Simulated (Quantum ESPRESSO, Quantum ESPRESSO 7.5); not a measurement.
# Ti(0001), 4 layers: solver and mixing choices

Aim: which eigensolver and mixing brings Ti(0001), 4 layers to self-consistency fastest, and whether the result stays the same.

Program: Quantum ESPRESSO 7.5. Level of theory: plane-wave DFT, PBE, GBRV ultrasoft pseudopotentials. Results are calculated unless marked as measured.

**1. The starting structure**

The cell holds 4 atoms: 4 Ti. Cell: a = 2.950 Å, b = 2.950 Å, c = 23.027 Å, α = 90.0°, β = 90.0°, γ = 60.0°. It derives from Ti. Vacuum lies along c.

As a file:

```cif
data_structure
_symmetry_space_group_name_H-M 'P 1'
_symmetry_Int_Tables_number 1
_cell_length_a 2.9500
_cell_length_b 2.9500
_cell_length_c 23.0269
_cell_angle_alpha 90.000
_cell_angle_beta 90.000
_cell_angle_gamma 60.000
_cell_volume 173.54
loop_
_atom_site_label
_atom_site_type_symbol
_atom_site_fract_x
_atom_site_fract_y
_atom_site_fract_z
_atom_site_occupancy
Ti1 Ti 0.66667 0.66667 0.84742 1
Ti2 Ti 0.00000 0.00000 0.94914 1
Ti3 Ti 0.66667 0.66667 0.05086 1
Ti4 Ti 0.00000 0.00000 0.15258 1
```

**2. Ground state: david, local-TF mixing, beta 0.4, history 8**

The first run is the reference of the series.

File c0.in:

```
&control
  prefix = 'c0'
  outdir = './out'
  pseudo_dir = './pseudo'
  calculation = 'scf'
  tprnfor = .true.
/
&system
  ibrav = 0
  nat = 4
  ntyp = 1
  ecutwfc = 40
  ecutrho = 200
  occupations = 'smearing'
  smearing = 'mv'
  degauss = 0.02
  assume_isolated = 'esm'
  esm_bc = 'bc1'
/
&electrons
  conv_thr = 1e-07
  mixing_beta = 0.4
  electron_maxstep = 80
  mixing_mode = 'local-TF'
  diagonalization = 'david'
  mixing_ndim = 8
/
ATOMIC_SPECIES
  Ti  47.8670  ti_pbe_v1.4.uspp.F.UPF
CELL_PARAMETERS angstrom
  2.95000000000000 0.00000000000000 0.00000000000000
  1.47500000000000 2.55477494116409 0.00000000000000
  0.00000000000000 0.00000000000000 23.02690000000000
ATOMIC_POSITIONS crystal
  Ti  0.666666666700 0.666666666700 -0.152580243107
  Ti  0.000000000000 0.000000000000 -0.050860081036
  Ti  0.666666666700 0.666666666700 0.050860081036
  Ti  0.000000000000 0.000000000000 0.152580243107
K_POINTS automatic
  12 12 1 0 0 0
```

On the command line:

```
$ OMP_NUM_THREADS=1 mpirun -n 4 pw.x -nk 4 -in c0.in > c0.out
```

The program printed:

```text
Program PWSCF v.7.5 starts
[citation notice left out]

     Parallel version (MPI & OpenMP), running on       4 processor cores
     Number of MPI processes:                 4
     Threads/MPI process:                     1

     MPI processes distributed on     1 nodes
[...]
Current dimensions of program PWSCF are:
     Max number of different atomic species (ntypx) = 10
     Max number of k-points (npk) =  40000
     Max angular momentum in pseudopotentials (lmaxx) =  4
     Message from routine setup:
     using ibrav=0 with symmetry is DISCOURAGED, use correct ibrav instead

     K-points division:     npool     =       4
     Subspace diagonalization in iterative solution of the eigenvalue problem:
     a serial algorithm will be used

     G-vector sticks info
     --------------------
     sticks:   dense  smooth     PW     G-vecs:    dense   smooth      PW
     Sum         433     349    109                56127    40123    7323

     Using Slab Decomposition

     bravais-lattice index     =            0
     lattice parameter (alat)  =       5.5747  a.u.
     unit-cell volume          =    1171.1344 (a.u.)^3
     number of atoms/cell      =            4
     number of atomic types    =            1
     number of electrons       =        48.00
     number of Kohn-Sham states=           29
     kinetic-energy cutoff     =      40.0000  Ry
     charge density cutoff     =     200.0000  Ry
     scf convergence threshold =      1.0E-07
     mixing beta               =       0.4000
     number of iterations used =            8  local-TF  mixing
     Exchange-correlation=  SLA  PW   PBX  PBC
                           (   1   4   3   4   0   0   0)

     Effective Screening Medium Method
     =================================
     Boundary Conditions: Vacuum-Slab-Vacuum
     total charge in unit cell        =   0.0000
     grid points for fit at edges     =        4

     celldm(1)=   5.574692  celldm(2)=   0.000000  celldm(3)=   0.000000
     celldm(4)=   0.000000  celldm(5)=   0.000000  celldm(6)=   0.000000

     crystal axes: (cart. coord. in units of alat)
               a(1) = (   1.000000   0.000000   0.000000 )
               a(2) = (   0.500000   0.866025   0.000000 )
               a(3) = (   0.000000   0.000000   7.805729 )

     reciprocal axes: (cart. coord. in units 2 pi/alat)
               b(1) = (  1.000000 -0.577350  0.000000 )
               b(2) = (  0.000000  1.154701  0.000000 )
               b(3) = (  0.000000  0.000000  0.128111 )

     PseudoPot. # 1 for Ti read from file:
     ./pseudo/ti_pbe_v1.4.uspp.F.UPF
     Pseudo is Ultrasoft + core correction, Zval = 12.0
     Generated by new atomic code, or converted to UPF format
     Using radial grid of  851 points,  6 beta functions with:
                l(1) =   0
                l(2) =   0
                l(3) =   1
                l(4) =   1
                l(5) =   2
                l(6) =   2
     Q(r) pseudized with  6 coefficients,  rinner =    1.000   1.000   1.000
                                                       1.000   1.000

     atomic species   valence    mass     pseudopotential
     Ti               12.00    47.86700     Ti( 1.00)

     12 Sym. Ops., with inversion, found ( 6 have fractional translation)

   Cartesian axes

     site n.     atom                  positions (alat units)
         1        Ti     tau(   1) = (   1.0000000   0.5773503  -1.1910000  )
         2        Ti     tau(   2) = (   0.0000000   0.0000000  -0.3970000  )
         3        Ti     tau(   3) = (   1.0000000   0.5773503   0.3970000  )
         4        Ti     tau(   4) = (   0.0000000   0.0000000   1.1910000  )

     number of k points=    19  Marzari-Vanderbilt smearing, width (Ry)=  0.0200
                       cart. coord. in units 2pi/alat
        k(    1) = (   0.0000000   0.0000000   0.0000000), wk =   0.0138889
        k(    2) = (   0.0000000   0.0962250   0.0000000), wk =   0.0833333
        k(    3) = (   0.0000000   0.1924501   0.0000000), wk =   0.0833333
        k(    4) = (   0.0000000   0.2886751   0.0000000), wk =   0.0833333
        k(    5) = (   0.0000000   0.3849002   0.0000000), wk =   0.0833333
        k(    6) = (   0.0000000   0.4811252   0.0000000), wk =   0.0833333
        k(    7) = (   0.0000000  -0.5773503   0.0000000), wk =   0.0416667
        k(    8) = (   0.0833333   0.1443376   0.0000000), wk =   0.0833333
        k(    9) = (   0.0833333   0.2405626   0.0000000), wk =   0.1666667
        k(   10) = (   0.0833333   0.3367877   0.0000000), wk =   0.1666667
[...]
k(   19) = (   0.3333333  -0.5773503   0.0000000), wk =   0.0277778

     Dense  grid:    56127 G-vectors     FFT dimensions: (  27,  27, 200)

     Smooth grid:    40123 G-vectors     FFT dimensions: (  24,  24, 180)

     Estimated max dynamical RAM per process >      95.55 MB

     Estimated total dynamical RAM >     341.09 MB

     Check: negative core charge=   -0.000004

     Initial potential from superposition of free atoms

     starting charge      43.9998, renormalised to      48.0000

     negative rho (up, down):  1.098E-02 0.000E+00
     Starting wfcs are   40 randomized atomic wfcs

     total cpu time spent up to now is        2.0 secs

     per-process dynamical memory:    49.1 Mb

     Self-consistent Calculation

     iteration #  1     ecut=    40.00 Ry     beta= 0.40
     Davidson diagonalization with overlap
     ethr =  1.00E-02,  avg # of iterations =  6.7

     negative rho (up, down):  1.010E-02 0.000E+00

     total cpu time spent up to now is        3.2 secs

     total energy              =    -476.92873721 Ry
     estimated scf accuracy    <       1.92834291 Ry

     iteration #  2     ecut=    40.00 Ry     beta= 0.40
[...]
negative rho (up, down):  9.817E-03 0.000E+00

[...]
total energy              =    -476.48179520 Ry
     estimated scf accuracy    <       1.00329056 Ry

     iteration #  3     ecut=    40.00 Ry     beta= 0.40
[...]
negative rho (up, down):  9.513E-03 0.000E+00

[...]
total energy              =    -476.76506454 Ry
     estimated scf accuracy    <       0.05849038 Ry

     iteration #  4     ecut=    40.00 Ry     beta= 0.40
[...]
c_bands:  2 eigenvalues not converged
     c_bands:  4 eigenvalues not converged
     c_bands:  2 eigenvalues not converged
[...]
negative rho (up, down):  1.035E-02 0.000E+00

[...]
c_bands:  1 eigenvalues not converged
[...]
negative rho (up, down):  1.329E-02 0.000E+00

[...]
total energy              =    -476.85526427 Ry
     estimated scf accuracy    <       0.00490608 Ry

     iteration # 10     ecut=    40.00 Ry     beta= 0.40
[...]
c_bands:  2 eigenvalues not converged
     c_bands:  4 eigenvalues not converged
     c_bands:  1 eigenvalues not converged
[...]
negative rho (up, down):  1.341E-02 0.000E+00

[...]
total energy              =    -476.85668304 Ry
     estimated scf accuracy    <       0.01542590 Ry

     iteration # 11     ecut=    40.00 Ry     beta= 0.40
[...]
c_bands:  2 eigenvalues not converged
[...]
negative rho (up, down):  1.285E-02 0.000E+00

[...]
total energy              =    -476.85552706 Ry
     estimated scf accuracy    <       0.01194809 Ry

     iteration # 12     ecut=    40.00 Ry     beta= 0.40
[...]
c_bands:  2 eigenvalues not converged
[...]
negative rho (up, down):  1.165E-02 0.000E+00

[...]
total energy              =    -476.85520099 Ry
     estimated scf accuracy    <       0.00292690 Ry

     iteration # 13     ecut=    40.00 Ry     beta= 0.40
[...]
c_bands:  3 eigenvalues not converged
     c_bands:  1 eigenvalues not converged
[...]
negative rho (up, down):  1.120E-02 0.000E+00

[...]
total energy              =    -476.85611353 Ry
     estimated scf accuracy    <       0.00081223 Ry

     iteration # 14     ecut=    40.00 Ry     beta= 0.40
[...]
c_bands:  2 eigenvalues not converged
     c_bands:  4 eigenvalues not converged
[...]
negative rho (up, down):  8.944E-03 0.000E+00

[...]
total energy              =    -476.85703229 Ry
     estimated scf accuracy    <       0.00011091 Ry

[...]
iteration # 19     ecut=    40.00 Ry     beta= 0.40
[...]
negative rho (up, down):  7.162E-03 0.000E+00

[...]
total energy              =    -476.85830065 Ry
     estimated scf accuracy    <       0.00000424 Ry

     iteration # 20     ecut=    40.00 Ry     beta= 0.40
[...]
c_bands:  1 eigenvalues not converged
[...]
negative rho (up, down):  7.146E-03 0.000E+00

[...]
total energy              =    -476.85830985 Ry
     estimated scf accuracy    <       0.00000294 Ry

     iteration # 21     ecut=    40.00 Ry     beta= 0.40
[...]
negative rho (up, down):  7.150E-03 0.000E+00

[...]
total energy              =    -476.85832068 Ry
     estimated scf accuracy    <       0.00000057 Ry

     iteration # 22     ecut=    40.00 Ry     beta= 0.40
[...]
c_bands:  4 eigenvalues not converged
     c_bands:  1 eigenvalues not converged
[...]
negative rho (up, down):  7.148E-03 0.000E+00

[...]
total energy              =    -476.85832344 Ry
     estimated scf accuracy    <       0.00000348 Ry

     iteration # 23     ecut=    40.00 Ry     beta= 0.40
[...]
negative rho (up, down):  7.145E-03 0.000E+00

[...]
total energy              =    -476.85832480 Ry
     estimated scf accuracy    <       0.00000057 Ry

     iteration # 24     ecut=    40.00 Ry     beta= 0.40
[...]
negative rho (up, down):  7.143E-03 0.000E+00

[...]
total energy              =    -476.85832523 Ry
     estimated scf accuracy    <       0.00000015 Ry

     iteration # 25     ecut=    40.00 Ry     beta= 0.40
[...]
c_bands:  1 eigenvalues not converged
[...]
negative rho (up, down):  7.146E-03 0.000E+00

[...]
total energy              =    -476.85832502 Ry
     estimated scf accuracy    <       0.00000015 Ry

     iteration # 26     ecut=    40.00 Ry     beta= 0.40
[...]
negative rho (up, down):  7.146E-03 0.000E+00

[...]
End of self-consistent calculation

          k = 0.0000 0.0000 0.0000 (  5031 PWs)   bands (ev):

   -61.3933 -61.3922 -61.1914 -61.1284 -37.8423 -37.7769 -37.4996 -37.3598
   -37.3598 -37.3592 -37.3592 -37.2284 -37.1774 -37.1774 -37.1304 -37.1304
   -10.1751  -9.2280  -8.0598  -7.2203  -4.5861  -4.4497  -4.1309  -3.8975
    -3.7339  -3.7323  -3.6969  -3.6852  -3.6849

          k = 0.0000 0.0962 0.0000 (  5051 PWs)   bands (ev):

   -61.3885 -61.3875 -61.1862 -61.1250 -37.8319 -37.7719 -37.5050 -37.3929
   -37.3839 -37.3672 -37.3664 -37.2396 -37.1945 -37.1855 -37.1575 -37.1356
    -9.9869  -9.0474  -7.8844  -7.0548  -4.6189  -4.4913  -4.2033  -4.1399
    -3.9209  -3.8500  -3.6789  -3.6287  -3.5696

          k = 0.0000 0.1925 0.0000 (  5028 PWs)   bands (ev):

   -61.3754 -61.3745 -61.1718 -61.1160 -37.8036 -37.7593 -37.5352 -37.4791
   -37.4386 -37.3872 -37.3861 -37.3008 -37.2279 -37.2126 -37.2069 -37.1501
    -9.4488  -8.5405  -7.4044  -6.6125  -4.8568  -4.7478  -4.5341  -4.2997
    -4.1562  -4.1264  -3.7660  -3.5274  -3.3759

          k = 0.0000 0.2887 0.0000 (  5024 PWs)   bands (ev):

   -61.3573 -61.3568 -61.1516 -61.1043 -37.7658 -37.7461 -37.6166 -37.5920
   -37.4864 -37.4144 -37.4128 -37.3940 -37.3039 -37.2355 -37.2293 -37.1705
    -8.6483  -7.8310  -6.8074  -6.1207  -5.2436  -5.0599  -4.8607  -4.5700
    -4.4033  -4.1102  -3.7845  -3.6954  -3.3318

          k = 0.0000 0.3849 0.0000 (  5008 PWs)   bands (ev):

   -61.3393 -61.3390 -61.1302 -61.0935 -37.7492 -37.7410 -37.7057 -37.6972
   -37.5385 -37.4777 -37.4416 -37.4393 -37.3456 -37.2634 -37.2504 -37.1914
    -7.7614  -7.1769  -6.4864  -6.0198  -5.5403  -5.2695  -5.1130  -4.4419
    -4.3647  -4.0042  -3.7238  -3.6362  -3.4947

          k = 0.0000 0.4811 0.0000 (  4984 PWs)   bands (ev):

   -61.3260 -61.3259 -61.1131 -61.0870 -37.8025 -37.7871 -37.7491 -37.7101
   -37.5677 -37.5308 -37.4614 -37.4586 -37.3533 -37.2835 -37.2725 -37.2068
    -7.0775  -6.8345  -6.4848  -6.2158  -5.7415  -5.3946  -5.2102  -4.3735
    -4.1118  -3.6305  -3.5363  -3.5048  -3.0904

[...]
the Fermi energy is    -4.4322 ev

!    total energy              =    -476.85832531 Ry
     estimated scf accuracy    <       0.00000006 Ry
     smearing contrib. (-TS)   =      -0.00436791 Ry
     internal energy E=F+TS    =    -476.85395739 Ry

     The total energy is F=E-TS. E is the sum of the following terms:
     one-electron contribution =    6047.01327540 Ry
     hartree contribution      =   -3039.09059772 Ry
     xc contribution           =     -71.93535686 Ry
     ewald contribution        =   -3412.84127822 Ry

     convergence has been achieved in  26 iterations

     negative rho (up, down):  7.146E-03 0.000E+00

     Forces acting on atoms (cartesian axes, Ry/au):

     atom    1 type  1   force =     0.00000000    0.00000000    0.02299281
     atom    2 type  1   force =     0.00000000   -0.00000000   -0.02610661
     atom    3 type  1   force =     0.00000000    0.00000000    0.02610661
     atom    4 type  1   force =     0.00000000    0.00000000   -0.02299281

     Total force =     0.049198     Total SCF correction =     0.000621

[...]
=------------------------------------------------------------------------------=
   JOB DONE.
=------------------------------------------------------------------------------=
[...]
```

Run time: 32 s. Hardware: 4 MPI ranks of Intel Xeon 6975P-C (Granite Rapids), shared host; peak memory 0.44 GiB; 2.1 min of CPU time.

Read from the output:

```
free energy                                                    : -6487.9880 eV
Fermi energy                                                   : -4.432 eV
vacuum line at the lower end of the cell, over the Fermi level : 4.432 eV
vacuum line at the upper end of the cell, over the Fermi level : 4.432 eV
```

The potential energy, planar mean oscillates, so the rows of the table below give means over windows of 1 Å about each position, cut where the curve ends. Its maxima inside the range that stand out by 2 % of the span (Å: eV): -2.3: -0.216, 0.0: -0.366, 2.3: -0.216. Its minima: -3.6: -19.5, -1.1: -19.4, 1.1: -19.4, 3.6: -19.5.

Electrostatic potential energy of an electron; zero at the Fermi level. Table of potential energy, planar mean by z; means over each step:

```csv
z (Å),"potential energy, planar mean (eV)"
-11,4.43
-10,4.43
-9,4.43
-8,4.43
-7,4.40
-6,4.15
-5,2.12
-4,-10.7
-3,-9.83
-2,-4.33
-1,-14.9
0,-2.05
1,-14.9
2,-4.33
3,-9.83
4,-10.7
5,2.12
6,4.15
7,4.40
8,4.43
9,4.43
10,4.43
11,4.43
```

The program's own clock; routines nest. Time by routine:

```csv
routine,wall time (s),calls
PWSCF,31.63,1
electrons,29.47,1
c_bands,20.69,26
cegterg,17.21,131
h_psi,12.32,1326
vloc_psi,10.11,1326
fftw,9.79,28808
mix_rho,3.84,26
sum_band,3.05,26
ffts,2.18,3128
init_run,1.94,1
calbec,1.44,1476
h_psi:calbec,1.15,1326
add_vuspsi,0.99,1326
```

The vacuum levels are read from the outermost 0.7 Å of the cell on either side.

The run needed 26 iterations to bring the estimated error under 1e-07 Ry; the largest force on any atom, held or free, is 0.67 eV/Å.

Inside the slab this potential holds the local part of the pseudopotentials, which can be repulsive at the nuclei; only its value in the vacuum has a meaning of its own.

(Continued in part 2 of 4.)

[Logs are printed without paths, hosts, clocks, repeated set-up lines and the standing remarks that a program may print on its own settings, such as how far it seeks lower states.]

[Hosts, paths, dates, database ids (printed as entryN), source tags and the programs' standing remarks are cut or masked in the printed files.]

[Maps of the electrostatic potential energy from Ansatz leave out the sawtooth potential of an applied field or a dipole correction, so their vacuum need not be flat; planar profiles and work functions include it.]
